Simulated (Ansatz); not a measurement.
# Be3N: relaxing a made-up structure, part 2 of 2

Starting from a made-up structure for Be3N, the aim is the relaxed cell, its shortest contacts and, where a second run follows, its electronic structure.

Ansatz 0.2.0; DFT, PBEsol, plane-wave PAW, files of the set soft_1, scalar-relativistic, no spin, cell and ions relaxed at zero pressure; PAW set soft_1 (the session's first sound run).

So far: Set-up; Relaxation of the guess.

### 2. Relaxation of the guess (continued)

Step by step:

```
step  energy less that of the first step (eV)  largest force component (eV/Å)  pressure (GPa)  volume (Å³)
   1                                   0.0000                          0.2324          -14.09        67.67
   2                                  -0.2752                          0.2552           -6.02        62.86
   3                                  -0.3353                          0.0886            0.16        60.41
   4                                  -0.3389                          0.0212            0.11        60.59
   5                                  -0.3391                          0.0008            0.00        60.69
  6*                                  -0.3349                          0.0008           -0.15        60.69
   7                                  -0.3350                          0.0000            0.00        60.62
  8*                                  -0.3349                          0.0001            0.00        60.62
```

Relaxation steps marked * repeat the geometry before them on a plane-wave basis chosen anew for their cell, so energy and pressure can jump there.

The run keeps the 12 symmetry operations that it works with, so distortions that break them were not tested.

```csv
"conventional cell, symmetrised",before,after,change
a (Å),4.373,4.213,-3.7 %
b (Å),4.373,4.213,-3.7 %
c (Å),12.258,11.832,-3.5 %
volume (Å³/atom),8.46,7.58,-10.4 %
```

The relaxed structure:

```cif
data_structure
_symmetry_space_group_name_H-M 'P 1'
_symmetry_Int_Tables_number 1
_cell_length_a 4.6336
_cell_length_b 4.6336
_cell_length_c 4.6336
_cell_angle_alpha 54.081
_cell_angle_beta 54.081
_cell_angle_gamma 54.081
_cell_volume 60.62
loop_
_atom_site_label
_atom_site_type_symbol
_atom_site_fract_x
_atom_site_fract_y
_atom_site_fract_z
_atom_site_occupancy
N1 N 0.50000 0.50000 0.50000 1
N2 N 0.00000 0.00000 0.00000 1
Be3 Be 0.07569 0.75000 0.42431 1
Be4 Be 0.75000 0.42431 0.07569 1
Be5 Be 0.42431 0.07569 0.75000 1
Be6 Be 0.92431 0.25000 0.57569 1
Be7 Be 0.25000 0.57569 0.92431 1
Be8 Be 0.57569 0.92431 0.25000 1
```

This step gave:

- free energy: -1300.4329 eV
- energy at zero smearing: -1300.4214 eV
- smearing term TS: 0.02309 eV
- Fermi energy: 9.417 eV
- electrons: 22
- symmetry operations: 12
- pressure: -0.001715 GPa

The shortest distance of each pair, which need not be the same contact before and after:

```
 pair  guess (Å)  relaxed (Å)
 Be–N      1.793        1.729
Be–Be      2.471        2.377
  N–N      3.248        3.131
```

The relaxation ends with a largest force component of 5.7e-5 eV/Å and a pressure of 0.00 GPa.

### 3. Electronic structure of the relaxed cell

With the geometry fixed, one more self-consistent run, with a narrower smearing and the mesh shown in its input, gives the bands, and its pressure, and its forces where symmetry allows any, show how far the geometry depends on these settings.

This step: DFT, PBEsol, plane-wave PAW, files of the set soft_1, scalar-relativistic, no spin, bands and density of states at the relaxed cell; PAW set soft_1 (Ansatz 0.2.0).

input.yaml

```yaml
crystal:
  lattice:
    - [2.1065247297, 1.2162026199, 3.9438379536]
    - [-2.1065247297, 1.2162026199, 3.9438379536]
    - [0.0, -2.4324052393, 3.9438379538]
  atoms:
    - { symbol: "N", position: [0.5, 0.5, 0.5] }
    - { symbol: "N", position: [0.0, 0.0, 0.0] }
    - { symbol: Be, position: [0.07568914, 0.75, 0.42431086] }
    - { symbol: Be, position: [0.75, 0.42431086, 0.07568914] }
    - { symbol: Be, position: [0.42431086, 0.07568914, 0.75] }
    - { symbol: Be, position: [0.92431086, 0.25, 0.57568914] }
    - { symbol: Be, position: [0.25, 0.57568914, 0.92431086] }
    - { symbol: Be, position: [0.57568914, 0.92431086, 0.25] }
kpoints:
  mp_grid: { grid: [10, 10, 10] }
  band_path:
    path:
      - [[0.0, 0.0, 0.0], [0.5, 0.0, 0.0], [0.5, 0.23006568, -0.23006568]]
      - [[0.76993432, 0.5, 0.23006568], [0.5, 0.5, 0.5], [0.0, 0.0, 0.0], [0.36503284, 0.0, -0.36503284]]
      - [[0.63496716, 0.36503284, 0.0], [0.5, 0.5, 0.0], [0.63496716, 0.63496716, 0.23006568], [0.5, 0.5, 0.5]]
      - [[0.5, 0.0, 0.0], [0.76993432, 0.36503284, 0.36503284]]
    npoints: 8
scf:
  occupations: { method: fermi_dirac, width: 0.03 }
  n_extra_bands: 12
hamiltonian:
  xc: pbesol
  pseudopotentials: { kind: paw, azcp: { folder: soft_1 }, xc_functional: pbe }
output:
  forces: true
  stress: true
  write_bands: true
  dos: { projected: true }
  write_density: true
  write_potential: true
  elf: true
  volumetric_format: npy
```

Started as:

```
$ ansatz run input.yaml --threads 4 --pin off --max-ram 10240MiB --backend cpu --events-out ev --progress --plain --runs-dir out
```

Numbers of over 12 decimals in the logs are rounded to 6 here.

What it wrote:

```text
[...]
Crystal: 8 atoms, lattice volume = 60.624 Å³
Basis set: ecut = 420 eV, 1177 PW (Γ), exchange–correlation on 64×64×64 points (8 copies of the dense FFT grid, shifted against one another)
Bands: 23, of which v1, the nominal top of the filled ones, is band 11 counted from 1 (10 counted from 0)
Symmetry: 12 space group operations
[...]
k-points: 116 of 1000
[...]
SCF iter   1: F=—  HF=-1301.016369 eV  |F-HF|=—  |Δ(HF+E_count)|=         —  Δρ=5.55e-2  dr2=2.20e0  ethr=3.10e-3  ⟨swp⟩=6.5  Hψ=13703  notcnv=0  defer=9
[...]
SCF iter   7: F=-1300.428426 eV  HF=-1300.428426 eV  |F-HF|=2.86e-10  |Δ(HF+E_count)|=   2.34e-8  Δρ=2.36e-6  dr2=2.23e-9  ethr=4.55e-10  ⟨swp⟩=11.7  Hψ=14794  notcnv=0
SCF 1 converged in 7 iterations: F = -1300.428426 eV  dr2 = 2.23e-9
[...]
NSCF: frozen V_eff on 76 k-points
SCF converged after 7 iterations
Free energy (F): -1300.428426 eV
[...]
Internal energy: -1300.420445 eV  (E = F + TS)
E sigma→0 (E₀):  -1300.424435 eV
Entropy (-TS):   -0.007981 eV (-0.998 meV/atom)
Fermi energy:    9.400176 eV
[...]
--- Forces (eV/Å), atoms counted from 1 ---
  atom   1  N      0.00000000     0.00000000    -0.00000000
  atom   2  N     -0.00000000    -0.00000000    -0.00000000
  atom   3  Be    -0.00437413    -0.00757622     0.00000000
  atom   4  Be    -0.00437413     0.00757622    -0.00000000
  atom   5  Be     0.00874826    -0.00000000     0.00000000
  atom   6  Be     0.00437413     0.00757622    -0.00000000
  atom   7  Be     0.00437413    -0.00757622     0.00000000
  atom   8  Be    -0.00874826     0.00000000    -0.00000000
  max |Σ_I F_I| component: 2.78e-17 eV/Å
--- Stress (GPa, compression-positive) ---
       -0.181529       0.000000      -0.000000
        0.000000      -0.181529       0.000000
       -0.000000       0.000000       0.429822
  P = ⅓ Tr σ = 0.0223 GPa (0.223 kbar)
--- Band table (eV; the first three rows and the last of 116) ---
  k-point 0: bands = [... 7 lower, 3.6321, 4.1261, 5.2998, 7.3853, 7.3853, 7.9208, 12.7072, 12.7072, ... 8 higher]
  k-point 1: bands = [... 7 lower, 3.4260, 4.8137, 5.5597, 6.8619, 7.6454, 8.8785, 12.6403, 12.9093, ... 8 higher]
  k-point 2: bands = [... 7 lower, 2.9772, 5.7368, 6.2166, 6.6114, 8.3109, 10.2862, 12.3861, 13.4476, ... 8 higher]
  k-point 115: bands = [... 7 lower, 2.0819, 6.2334, 6.2334, 10.5309, 10.5309, 10.5309, 10.5309, 12.8268, ... 8 higher]
```

Elapsed: 3.5 s, on 4 threads of AMD EPYC 7B13 (Zen 3), shared host; peak memory 0.5 GiB.

This step gave:

* free energy: -1300.4284 eV
* energy at zero smearing: -1300.4244 eV
* smearing term TS: 0.007981 eV
* Fermi energy: 9.400 eV
* pressure: 0.02225 GPa

bands.tsv at the labelled points (eV, zero at the Fermi level; the bands that come nearest the Fermi level along the path):

| point | band 8 | band 9 | band 10 | band 11 | band 12 | band 13 | band 14 | band 15 |
| --- | --- | --- | --- | --- | --- | --- | --- | --- |
| Γ | -5.77 | -5.27 | -4.10 | -2.01 | -2.01 | -1.48 | 3.31 | 3.31 |
| L | -7.21 | -2.37 | -2.37 | 0.02 | 0.02 | 2.44 | 2.44 | 4.44 |
| B1 | -5.77 | -2.93 | -2.93 | 0.64 | 0.64 | 2.21 | 2.21 | 4.90 |
| B | -5.77 | -2.93 | -2.93 | 0.64 | 0.64 | 2.21 | 2.21 | 4.90 |
| Z | -7.32 | -3.17 | -3.17 | 1.13 | 1.13 | 1.13 | 1.13 | 3.43 |
| Γ | -5.77 | -5.27 | -4.10 | -2.01 | -2.01 | -1.48 | 3.31 | 3.31 |
| X | -5.69 | -3.36 | -2.05 | 0.14 | 1.21 | 1.89 | 2.31 | 3.94 |
| Q | -5.69 | -3.36 | -2.05 | 0.14 | 1.21 | 1.89 | 2.31 | 3.94 |
| F | -5.54 | -5.27 | -1.19 | -0.97 | 1.63 | 2.89 | 3.44 | 3.98 |
| P1 | -5.80 | -4.24 | -1.81 | -0.25 | 0.54 | 2.16 | 3.40 | 5.06 |
| Z | -7.32 | -3.17 | -3.17 | 1.13 | 1.13 | 1.13 | 1.13 | 3.43 |
| L | -7.21 | -2.37 | -2.37 | 0.02 | 0.02 | 2.44 | 2.44 | 4.44 |
| P | -5.80 | -4.24 | -1.81 | -0.25 | 0.54 | 2.16 | 3.40 | 5.06 |

Counts of states for the cell as run, both spins, by energy window (eV from the Fermi level):

| from | to | total |
| --- | --- | --- |
| -8 | -7 | 2.20 |
| -7 | -6 | 3.03 |
| -6 | -5 | 1.38 |
| -5 | -4 | 0.52 |
| -4 | -3 | 1.55 |
| -3 | -2 | 1.88 |
| -2 | -1 | 0.59 |
| -1 | 0 | 1.48 |
| 0 | 1 | 1.90 |
| 1 | 2 | 1.12 |
| 2 | 3 | 2.63 |
| 3 | 4 | 0.84 |
| 4 | 5 | 1.61 |
| 5 | 6 | 2.42 |

Below -8 eV lie 9.4 more states.

Electrostatic potential energy in the ac plane of the conventional cell at fractional y = 0.000, with atoms of N and Be within 0.2 Å of it. With pseudopotentials it is smooth inside the atoms' cores, unlike the true potential.

Ten even steps from '_' (-38 eV) to '@' (11 eV), each cell a mean:
```
__::##@@@@@@@@%%******##++..
%%%%@@@@@@@@%%**::__::++%%%%
@@@@@@@@@@@@@@**--::--**%%@@
@@@@@@@@@@@@@@@@%%##%%@@@@@@
@@@@%%##****##@@@@@@@@@@@@@@
@@@@##--....==%%@@@@@@@@@@@@
@@@@##==::::++%%@@@@@@@@@@@@
@@@@@@%%##%%%%@@@@@@@@@@@@@@
@@@@@@@@@@@@@@%%******%%@@@@
@@@@@@@@@@@@%%**::__::++%%@@
++##%%@@@@@@%%**--::--**##**
__..**@@@@@@@@%%%%##%%%%--__
__::**##****##%%@@@@@@%%++..
%%%%##--....--##@@@@@@@@@@%%
@@@@%%++::::++%%@@@@@@@@@@@@
@@@@@@%%####%%@@@@@@@@@@@@@@
@@@@@@@@@@@@@@%%##****%%@@@@
@@@@@@@@@@@@%%**::__..++%%@@
@@@@@@@@@@@@@@##==::--**%%@@
@@@@@@@@@@@@@@@@%%##%%%%@@@@
@@@@@@##****##@@@@@@@@@@@@@@
@@@@##--....--##@@@@@@@@@@@@
++####==::::==%%@@@@@@@@%%**
__..**%%%%##%%@@@@@@@@%%==__
```
Columns run along a (4.2 Å; values clipped at the 3rd and 97th percentile), rows up along c (11.8 Å), edges of the conventional cell, whose origin can differ from the input's. Atoms in or near the plane, at fractional coordinates: N at (0.00, 0.00), N at (0.00, 0.50), Be at (0.66, 0.92), Be at (0.67, 0.58), Be at (0.67, 0.25), Be at (0.34, 0.08), Be at (0.33, 0.42), Be at (0.33, 0.75).

Valence density in the ac plane of the conventional cell at fractional y = 0.000, with atoms of N and Be within 0.2 Å of it. It is the smooth field of the valence electrons, not physical close to the nuclei.

Ten steps, logarithmic in the rise over the least value, from '0' (0.1 e/Å³) to '9' (3.4 e/Å³), each cell a mean:
```
99753222234689
66432223102456
32222233212233
12222333332221
22333333322222
33320122222333
33321233222333
22223333332222
12222333332221
43322233201334
87542222213567
99753222234689
99753222224689
66541023222456
33321233222223
12223333332221
22222233333322
33322223201333
33322223212333
22222333332222
12222333322221
44320123222234
87642122223467
99753322224689
```
Columns run along a (4.2 Å), rows up along c (11.8 Å), edges of the conventional cell, whose origin can differ from the input's. Atoms in or near the plane, at fractional coordinates: N at (0.00, 0.00), N at (0.00, 0.50), Be at (0.66, 0.92), Be at (0.67, 0.58), Be at (0.67, 0.25), Be at (0.34, 0.08), Be at (0.33, 0.42), Be at (0.33, 0.75).

ELF in the ac plane of the conventional cell at fractional y = 0.000, with atoms of N and Be within 0.2 Å of it. It is the smooth field of the valence electrons, not physical close to the nuclei.

Ten even steps from '0' (0.01) to '9' (0.82), each cell a mean:
```
68963455324897
87632342000478
33332332000233
44443344333444
87632233334678
99610002224799
99620012234689
66543344334566
33333333222333
54332332000245
88743343102699
37964466435895
68972246534797
88620013333578
33310013332333
44433334333444
87653333322478
99853221000389
99853222100489
66653344333566
33332234333333
55310002322345
89840024433689
37973356535895
```
Columns run along a (4.2 Å), rows up along c (11.8 Å), edges of the conventional cell, whose origin can differ from the input's. Atoms in or near the plane, at fractional coordinates: N at (0.00, 0.00), N at (0.00, 0.50), Be at (0.66, 0.92), Be at (0.67, 0.58), Be at (0.67, 0.25), Be at (0.34, 0.08), Be at (0.33, 0.42), Be at (0.33, 0.75).

### 4. What came out

| Item | Value |
| --- | --- |
| space group, relaxed | R-3c |
| conventional cell | a = 4.213, b = 4.213, c = 11.832 Å; α = 90.0°, β = 90.0°, γ = 120.0° |
| volume per atom | 7.58 Å³ (guess 8.46) |

What this shows: Be3N relaxes to R-3c with a = 4.213, b = 4.213 and c = 11.832 Å. The guessed volume was 12 % too large. The space group R-3c was held in the relaxation, so the end point is a stationary structure within it and may be a saddle against distortions or other arrangements. Bands cross the Fermi level, so it is a metal or semimetal at this level. On the 10×10×10 mesh with the narrower smearing (relaxed on 7×7×7) the largest force component is 0.009 eV/Å and the largest stress component is 0.430 GPa, against the relaxation's thresholds of 0.015 eV/Å and 0.05 GPa. The cutoff wasn't tested. No dispersion term is used, so weakly bound directions may come out too long. Nothing here tests whether the compound is stable against decomposition.

[Logs are printed without paths, hosts, clocks, repeated set-up lines and the standing remarks that a program may print on its own settings, such as how far it seeks lower states.]

[Hosts, paths, dates, database ids (printed as entryN), source tags and the programs' standing remarks are cut or masked in the printed files.]
